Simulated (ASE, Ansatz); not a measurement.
# Convergence of a linear-scaling basis for random fluorite-type alloy of CaF2 and CdF2 (96 atoms), part 2 of 2

Aim: test how closely localised support functions follow the reference on random fluorite-type alloy of CaF2 and CdF2 (96 atoms), and at what cost. A setting counts as converged where the r.m.s. difference of forces stays under 1 % of the r.m.s. force.

Ansatz 0.2.0; Kohn-Sham DFT, PBE, PAW (set soft_2), plane waves.

The cell: 24 Ca, 64 F and 8 Cd. The host structure and its lattice constant were typed by rule, without a check against the phase diagram. Only the Γ point is sampled, in a cell whose shortest periodic width is 11 Å.

So far. Step 3 (Support functions low): Forces differ from the reference by 0.60 meV/Å r.m.s., 0.077 % of their size, well within a tolerance of 1 %; the energy by -5.4 meV/atom. It took 82 s and 12 cycles; the reference's time can't be set against it, since the two runs asked for unlike analyses. Step 4 (Support functions medium): Forces differ from the reference by 0.58 meV/Å r.m.s., 0.074 % of their size, well within a tolerance of 1 %; the energy by -5.4 meV/atom.

## (6) Support functions medium, radius 3.23 Å

Level of this step: Kohn-Sham DFT, PBE, PAW (set soft_2), localised support functions (medium) (Ansatz).

The radius confines each support function; a larger one gives more freedom and more work per atom.

Input file input.yaml:

```yaml
crystal:
  lattice:
    - [10.8894, 0.0, 0.0]
    - [0.0, 10.8894, 0.0]
    - [0.0, 0.0, 10.8894]
  atoms:
    [... the 96 atom lines of step 2 ...]
kpoints:
  mp_grid: { grid: [1, 1, 1] }
hamiltonian:
  xc: pbe
scf:
  occupations: { method: gaussian, width: 0.05 }
  eigensolver: { kind: { support_functions: { accuracy: medium, radius: 3.23 } } }
  max_iter: 150
output:
  forces: true
  eigenvalues: true
```

Run with:

```console
> ansatz run input.yaml --threads 8 --pin off --max-ram 15872MiB --backend cpu --events-out ev --progress --plain --runs-dir out
```

Numbers of over 12 decimals in the logs are rounded to 6 here.

Log:

```text
Warning: scf.eigensolver.kind.support_functions: disabling space-group detection — the functions' gradient is summed over unrotated k-points, so no spatial operation reduces the k-mesh or symmetrises the density; time reversal is kept, so that k and −k are solved as one point where they differ and the mesh holds both, and exact exchange and, on two spinor components, a DFT+U term hold to it where the run has them: [...]
Warning: basis.ecutwfc = 631 eV, auto-derived: no grid that the accuracy of the support functions lays serves the files at the lower one that their records recommend; a deck with other species or settings can derive another value
settings of this run that can trade accuracy for cost: scf.eigensolver.kind.support_functions [...]
Engine: ansatz 0.2.0, aarch64-unknown-linux-gnu
Pseudopotentials: kind: paw
Pseudopotential: Ca, paw, valence charge 10, recommended cutoff 420 eV (normal), Ca.paw.azcp
Pseudopotential: F, paw, valence charge 7, recommended cutoff 420 eV (normal), F.paw.azcp
Pseudopotential: Cd, paw, valence charge 20, recommended cutoff 420 eV (normal), Cd.paw.azcp
[... 5 lines on functional and potentials left out ...]
Error: SCF: the radius of support functions is under 3.50 Å, the least for these sites at the functions' level (scf.eigensolver.kind.support_functions.accuracy). Use scf.eigensolver.kind: auto, or type scf.eigensolver.kind.support_functions.radius at least as long, [...]
```

Elapsed: 2.5 s, on 8 threads of Arm Neoverse V2, shared host; peak memory 0.41 GiB.

The program refuses radii under 3.50 Å for these atoms at this level.

## (7) Support functions medium, radius 3.45 Å

The radius confines each support function; a larger one gives more freedom and more work per atom.

input.yaml, the sections that differ from step 6:

```yaml
scf:
  occupations: { method: gaussian, width: 0.05 }
  eigensolver: { kind: { support_functions: { accuracy: medium, radius: 3.45 } } }
  max_iter: 150
# crystal, kpoints, hamiltonian, output: as in step 6
```

Log:

```text
Warning: scf.eigensolver.kind.support_functions: disabling space-group detection — the functions' gradient is summed over unrotated k-points, so no spatial operation reduces the k-mesh or symmetrises the density; time reversal is kept, so that k and −k are solved as one point where they differ and the mesh holds both, and exact exchange and, on two spinor components, a DFT+U term hold to it where the run has them: [...]
Warning: basis.ecutwfc = 631 eV, auto-derived: no grid that the accuracy of the support functions lays serves the files at the lower one that their records recommend; a deck with other species or settings can derive another value
settings of this run that can trade accuracy for cost: scf.eigensolver.kind.support_functions [...]
Engine: ansatz 0.2.0, aarch64-unknown-linux-gnu
Pseudopotentials: kind: paw
Pseudopotential: Ca, paw, valence charge 10, recommended cutoff 420 eV (normal), Ca.paw.azcp
Pseudopotential: F, paw, valence charge 7, recommended cutoff 420 eV (normal), F.paw.azcp
Pseudopotential: Cd, paw, valence charge 20, recommended cutoff 420 eV (normal), Cd.paw.azcp
[... 5 lines on functional and potentials left out ...]
Error: SCF: the radius of support functions is under 3.50 Å, the least for these sites at the functions' level (scf.eigensolver.kind.support_functions.accuracy). Use scf.eigensolver.kind: auto, or type scf.eigensolver.kind.support_functions.radius at least as long, [...]
```

Elapsed: 2.5 s, on 8 threads; peak memory 0.42 GiB; 12 s of CPU time.

The program refuses radii under 3.50 Å for these atoms at this level.

## (8) With basis.ecutrho_ratio = 6 and scf.algorithm = "density_mixing"

Changed here: basis.ecutrho_ratio = 6 and scf.algorithm = "density_mixing".

This step: Kohn-Sham DFT, PBE, PAW (set soft_2), plane waves (Ansatz 0.2.0).

input.yaml, the sections that differ from step 7:

```yaml
scf:
  occupations: { method: gaussian, width: 0.05 }
  algorithm: density_mixing
output:
  forces: true
  stress: true
  populations: true
  dos:
    method: { smearing: { sigma: 0.08 } }
    de: 0.1
    projected: { site_lists: { Ca: [Ca], Cd: [Cd], F: [F] } }
  eigenvalues: true
basis:
  ecutrho_ratio: 6
# crystal, kpoints, hamiltonian: as in step 7
```

Log:

```text
[...]
Crystal: 96 atoms, lattice volume = 1291.255 Å³
Basis set: ecut = 420 eV, 25341 PW (Γ), exchange–correlation on 180×180×180 points (8 copies of the dense FFT grid, shifted against one another)
Bands: 520, of which v1, the nominal top of the filled ones, is band 424 counted from 1 (423 counted from 0)
Symmetry: 1 space group operations
[...]
k-points: 1
[...]
SCF iter   1: F=—  HF=-161524.522744 eV  |F-HF|=—  |Δ(HF+E_count)|=         —  Δρ=1.21e-3  dr2=1.63e-2  ethr=1.77e-3  ⟨swp⟩=6.0  Hψ=1993  notcnv=0  defer=78
[...]
SCF iter   8: F=-161524.528644 eV  HF=-161524.528644 eV  |F-HF|=3.73e-9  |Δ(HF+E_count)|=   4.04e-7  Δρ=2.97e-6  dr2=7.64e-8  ethr=1.18e-11  ⟨swp⟩=14.0  Hψ=2902  notcnv=0
SCF 1 converged in 8 iterations: F = -161524.528644 eV  dr2 = 7.64e-8
[...]
SCF converged after 8 iterations
Free energy (F): -161524.528644 eV
[...]
Internal energy: -161524.528644 eV  (E = F + TS)
E sigma→0 (E₀):  -161524.528644 eV
Fermi energy:    6.859123 eV
[...]
--- Forces (eV/Å), atoms counted from 1 ---
  atom   1  Ca     0.11347241    -0.16085781     0.42350206
  atom   2  F     -0.05596305     0.57361081     0.22397501
  atom   3  F      0.53279932    -0.02481944     0.51967473
  atom   4  Ca     0.87245991     0.84404901     0.46777936
  atom   5  F     -1.10608170     0.03847243    -0.19935356
  atom   6  F      0.69018296    -0.10979955    -2.09770904
  atom   7  Ca    -0.82602791    -0.54874098     0.71878671
  atom   8  F     -1.59971463    -0.81544698     1.79258962
  atom   9  F     -0.19300207    -0.54734395    -0.15146453
  atom  10  Ca    -1.00349654    -0.01609470     2.07182252
  atom  11  F      0.36550609     0.45714035    -0.38211389
  atom  12  F      0.73444150     1.05824004    -0.63379592
  atom  13  Ca    -1.00474837    -1.51538210     0.48518128
  atom  14  F     -0.29724138     0.23432697     0.29974157
[...]
atom  95  F      0.42646192     0.02400588     0.70009897
  atom  96  F     -0.40653391     0.24920659     0.00412870
  max |Σ_I F_I| component: 1.04e-4 eV/Å
--- Stress (GPa, compression-positive) ---
        5.803468       0.351808      -0.219180
        0.351808       5.754205      -0.726744
       -0.219180      -0.726744       5.532153
  P = ⅓ Tr σ = 5.6966 GPa (56.966 kbar)
--- Band table (eV) ---
[...]
--- Löwdin populations: 96 sites ---
  site symbol       q [e]
     0     Ca      8.2617
     1      F      7.7680
     2      F      7.7675
[...]
95      F      7.7243
  spilling = 0.007265 (of n_electrons = 848.000000)
```

Elapsed: 12 s, on 8 threads; peak memory 2.3 GiB.

Forces differ from the reference by 0.009 meV/Å r.m.s., 0.0011 % of their size, well within a tolerance of 1 %.

Runs without a result: support functions medium, radius 2.94 Å (error); support functions medium, radius 3.23 Å (error); support functions medium, radius 3.45 Å (error).

## (9) All settings compared

Each row is set against the plane-wave reference (Kohn-Sham DFT, PBE, PAW (set soft_2), plane waves; r.m.s. force component 0.789 eV/Å). Energies are set beside the reference only for runs with its functional, potentials and electron count. Times are for 8 threads of Arm Neoverse V2, shared host. The reference's time includes the DOS, the stress and grids, which some other runs skip.

```csv
run,"Δ force, r.m.s. (meV/Å)",share of r.m.s. force (%),Δ energy (meV/atom),Δ pressure (GPa),Δ gap (eV),cycles,time,host memory (GiB)
reference,-,-,-,-,-,8,13 s,2.0
support functions low,0.605,0.0766,-5.38,-,3.0e-4,12,82 s,5.5
support functions medium,0.581,0.0736,-5.38,-,-3.0e-4,13,91 s,5.5
basis.ecutrho_ratio = 6 and scf.algorithm = "density_mixing",0.009,0.0011,-0.0018,0,0,8,12 s,2.3
```

## (10) What the reference run shows

The comparisons rest on this run, so its electronic structure is set out here.

Length of the force by element:

```csv
element,coordination,atoms,mean length of the force (eV/Å),spread,least,most
Ca,all,24,1.43,0.731,0.467,4.08
Cd,all,8,1.40,0.463,0.916,2.27
F,all,64,1.07,0.642,0.218,3.79
```

Löwdin charges by element (they lack the spilled electrons, 0.064 e an atom on average):

```csv
element,coordination,atoms,mean charge (e),spread,least,most
Ca,all,24,1.74,0.0023,1.74,1.74
Cd,all,8,1.55,0.0077,1.54,1.56
F,all,64,-0.750,0.0142,-0.770,-0.719
```

Charge against the make-up of the first shell:

```csv
Ca neighbours of F,atoms,mean charge (e)
1,2,-0.719
2,16,-0.733
3,26,-0.751
4,20,-0.767
```

Density of states as counts of states in windows of 1 eV (from the Fermi level), total and the larger projections:

```csv
from (eV),to (eV),total,F p,Cd d
-10,-9,0.0,0.0,0.0
-9,-8,5.0,1.0,3.9
-8,-7,66.7,9.1,57.0
-7,-6,14.9,6.0,7.8
-6,-5,60.8,54.6,2.2
-5,-4,133.9,125.1,3.2
-4,-3,122.9,116.2,3.7
-3,-2,59.9,57.3,1.9
-2,1,0.0,0.0,0.0
1,2,0.2,0.0,0.0
2,3,3.3,0.5,0.0
3,4,7.7,1.3,0.0
4,5,5.4,0.8,0.0
```

Between -26 and -10 eV lie 272 more states.

About 112 of the 848 electrons lie in deeper levels, below the stored range.

The levels nearest the highest filled one (over half full), pooled over k-points and spins:

```csv
level less the highest filled one (eV),occupation
-0.320,2
-0.297,2
-0.221,2
-0.160,2
-0.074,2
0,2
4.24,0
5.11,0
5.53,0
5.77,0
5.87,0
6.14,0
```

Electrostatic potential energy in the ac plane at fractional y = 0.003, with atoms of Ca and Cd within 0.2 Å of it. With pseudopotentials it is smooth inside the atoms' cores, unlike the true potential.

Values in eV, 13 rows by 16 columns, each cell a mean:
```
-31  -1  10  11  10   9   3 -25 -29   0   9  11  10  10   3 -25
  5   9  10   6   5   8   9   6   6   9  10   7   6   9   9   6
 10  10   4 -24 -31  -2   9  10  10  10   4 -13 -15   0  10  11
 11  10   3 -28 -35  -3   9  11  11  10   1 -18 -20  -3  10  11
  9  10  10   5   4   9  11   9   9  11  10   3   2   9  11  10
-18   1  10  11  11  11   6  -9 -10   4  11  11  11  11   8  -9
-44 -10   9  11  11  10   0 -19 -21  -3  10  12  12  11   4 -31
 -6   5  10  10  10  11   8  -1  -2   7  11  11  11  11   9  -1
 10  11   9   0  -2   7  11  11  11  11   9   0  -1   8  11  10
 11  11   2 -34 -42  -6   9  11  11  10   0 -37 -39  -3  10  11
 11  11   6 -15 -21   1   9  10  10  10   4 -18 -20   3  10  11
  4   9  11   9   8   9   8   3   2   8   9   8   8  10  10   5
-34  -2  10  11  11   9   1 -32 -37  -3   9  10  10  10   3 -28
```
Columns run along a (10.9 Å; values clipped at the 3rd and 97th percentile), rows up along c (10.9 Å). Atoms in or near the plane, at fractional coordinates: Ca at (0.00, 0.99), Ca at (0.25, 0.24), Ca at (0.01, 0.50), Ca at (0.25, 0.76), Ca at (0.50, 0.00), Ca at (0.74, 0.24), Cd at (0.50, 0.50), Cd at (0.75, 0.75).

Valence density in the ac plane at fractional y = 0.003, with atoms of Ca and Cd within 0.2 Å of it. It is the smooth field of the valence electrons, not physical close to the nuclei.

Values in e/Å³, 13 rows by 16 columns, each cell a mean:
```
 3  0  0  0  0  0  0  2  3  0  0  0  0  0  0  2
 0  0  0  0  0  0  0  0  0  0  0  0  0  0  0  0
 0  0  0  2  3  0  0  0  0  0  0  5  6  1  0  0
 0  0  0  3  4  1  0  0  0  0  0  9 11  1  0  0
 0  0  0  0  0  0  0  0  0  0  0  0  0  0  0  0
 2  0  0  0  0  0  0  3  4  0  0  0  0  0  0  1
 5  1  0  0  0  0  0 10 13  1  0  0  0  0  0  3
 1  0  0  0  0  0  0  1  1  0  0  0  0  0  0  0
 0  0  0  0  1  0  0  0  0  0  0  0  0  0  0  0
 0  0  0  3  5  1  0  0  0  0  0  4  4  0  0  0
 0  0  0  1  2  0  0  0  0  0  0  2  2  0  0  0
 0  0  0  0  0  0  0  0  0  0  0  0  0  0  0  0
 4  0  0  0  0  0  0  3  4  0  0  0  0  0  0  3
```
Columns run along a (10.9 Å), rows up along c (10.9 Å). Atoms in or near the plane, at fractional coordinates: Ca at (0.00, 0.99), Ca at (0.25, 0.24), Ca at (0.01, 0.50), Ca at (0.25, 0.76), Ca at (0.50, 0.00), Ca at (0.74, 0.24), Cd at (0.50, 0.50), Cd at (0.75, 0.75).

Mean Löwdin charges: Ca +1.74, Cd +1.55, F -0.75 e (they miss 0.73 % of the electrons, so they add up to more than the cell's charge). The charge on F changes by -0.017 e for each Ca neighbour that takes the place of another kind, on average.

## (11) Structure statistics

Bonds and neighbours are counted at the geometry of the runs.

Density 3.96 g/cm³, 13.45 Å³ an atom.

g(r), total and by pair (bins of 0.2 Å):

```csv
r (Å),total,F-F,F-Ca,F-Cd,Ca-Ca,Ca-Cd,Cd-Cd
1.90,0.03,0.00,0.09,0.00,0.00,0.00,0.00
2.10,0.56,0.00,1.31,1.11,0.00,0.00,0.00
2.30,2.78,0.09,5.97,6.73,0.00,0.00,0.00
2.50,2.16,1.18,3.74,3.47,0.00,0.00,0.00
2.70,1.79,3.59,0.48,0.29,0.00,0.00,0.00
2.90,0.65,1.46,0.00,0.00,0.00,0.00,0.00
3.10,0.09,0.19,0.00,0.00,0.00,0.00,0.00
3.30,0.00,0.00,0.00,0.00,0.00,0.00,0.00
3.50,0.13,0.28,0.00,0.00,0.14,0.00,0.00
3.70,1.53,2.32,0.00,0.00,4.73,4.23,4.57
3.90,2.09,2.88,0.00,0.00,6.82,7.96,7.41
4.10,0.59,1.04,0.02,0.00,1.19,1.15,0.00
4.30,0.76,0.03,1.87,1.17,0.00,0.00,0.00
4.50,2.71,0.57,5.25,6.34,0.00,0.00,0.00
4.70,1.64,1.54,2.21,1.94,0.00,0.00,0.00
4.90,0.34,0.69,0.11,0.00,0.00,0.00,0.00
5.10,0.06,0.11,0.00,0.00,0.13,0.10,0.00
5.30,0.38,0.57,0.00,0.00,1.00,1.49,0.56
5.50,0.55,0.78,0.02,0.00,1.59,2.22,0.53
5.70,0.51,0.31,0.84,0.58,0.28,0.17,0.00
5.90,1.99,1.29,3.08,3.51,0.00,0.00,0.00
6.10,1.89,2.83,1.45,1.36,0.00,0.00,0.00
6.30,0.54,1.13,0.09,0.03,0.13,0.00,0.00
6.50,0.81,1.24,0.00,0.00,2.39,2.31,2.25
6.70,1.65,2.33,0.07,0.04,5.13,5.33,5.74
6.90,1.01,0.61,1.44,1.38,1.03,1.02,0.69
7.10,1.30,0.05,2.77,3.25,0.00,0.00,0.00
7.30,0.35,0.02,0.84,0.47,0.03,0.00,0.00
```

Bonds by pair of elements; cutoffs follow the first minimum of g(r), held within bounds set by covalent radii, and pairs that aren't listed don't count as bonded:

```csv
pair A-B,cutoff (Å),bonds,mean length (Å),spread (Å),shortest (Å),B about A,A about B
F-Ca,3.08,192,2.36,0.132,1.93,3,8
F-Cd,2.91,64,2.37,0.121,2.05,1,8
```

How many atoms have how many bonded neighbours:

```csv
element,mean,4,8
Ca,8,0,24
Cd,8,0,8
F,4,64,0
```

First main peaks of g(r), for some of the pairs, lie near 2.72 Å (F-F), 2.34 Å (F-Ca), 2.36 Å (F-Cd), 3.84 Å (Ca-Ca), 3.87 Å (Ca-Cd) and 3.84 Å (Cd-Cd). Counting bonds as in the table, all Ca atoms have 8, all Cd atoms have 8 and all F atoms have 4 bonded neighbours.

A closer look about Cd73, one of the 8 Cd atoms: 9 atoms, nearest first, numbered in the order of the input, with positions taken from that point.

```csv
atom,x,y,z,distance (Å),bonds,Löwdin charge (e),Fx,Fy,Fz (eV/Å)
Cd73,0.00,0.00,0.00,0.00,8,1.54,-0.31,-0.69,0.72
F96,1.38,1.29,-1.28,2.28,4,-0.72,-0.41,0.25,0.00
F30,-1.50,1.21,1.43,2.40,4,-0.73,1.16,0.46,-0.45
F65,1.46,-1.45,-1.26,2.42,4,-0.75,-0.73,0.37,-0.29
F44,-1.39,1.48,-1.33,2.42,4,-0.74,0.03,-1.12,0.04
F74,1.34,1.18,1.65,2.43,4,-0.72,-1.52,1.46,-1.88
F15,-1.54,-1.47,-1.20,2.45,4,-0.75,1.18,1.10,-1.14
F57,1.40,-1.39,1.46,2.45,4,-0.73,-0.58,-0.36,-0.43
F11,-1.48,-1.53,1.48,2.59,4,-0.75,0.37,0.46,-0.38
```

The column of bonds counts only the pairs F-Ca within 3.08 Å, F-Cd within 2.91 Å; other neighbours, such as metal atoms beside each other in a compound, aren't counted, and periodic images can show an atom twice.

## (12) What came out

```
free energy per atom                             : -1682.5472 eV/atom
density                                          : 3.957 g/cm³
pressure                                         : 5.697 GPa
r.m.s. force component                           : 0.7893 eV/Å
gap (highest filled to lowest empty level) : 4.24 eV
wall time of the 4 DFT runs                      : 3.3 min
```

Against plane waves at 420 eV, the forces differ by 0.58 meV/Å (0.074 %) with support functions medium. At 96 atoms the fastest of the runs at a preset level, support functions low, takes roughly 6.2 times the time of plane waves (whose run also made extra analyses, so the like-for-like ratio is larger), in 12 SCF cycles against 8. Differences between support functions and plane waves include what basis error the plane-wave run still has.

Filled and empty levels are parted by 4.24 eV at Γ alone; the mesh holds the band edges only if they fold onto it, so the gap at this level can be narrower or closed, while semilocal functionals tend to narrow gaps against experiment. Counting bonds as in the table, all Ca atoms have 8, all Cd atoms have 8 and all F atoms have 4 bonded neighbours.

What to keep in mind: The geometry was built by rule, was displaced at random and isn't relaxed at this level: its force components are 0.79 eV/Å r.m.s. The pressure of 5.7 GPa belongs to a cell and atoms that aren't relaxed at this level.

[Logs are printed without paths, hosts, clocks, repeated set-up lines and the standing remarks that a program may print on its own settings, such as how far it seeks lower states.]

[Hosts, paths, dates, database ids (printed as entryN), source tags and the programs' standing remarks are cut or masked in the printed files.]
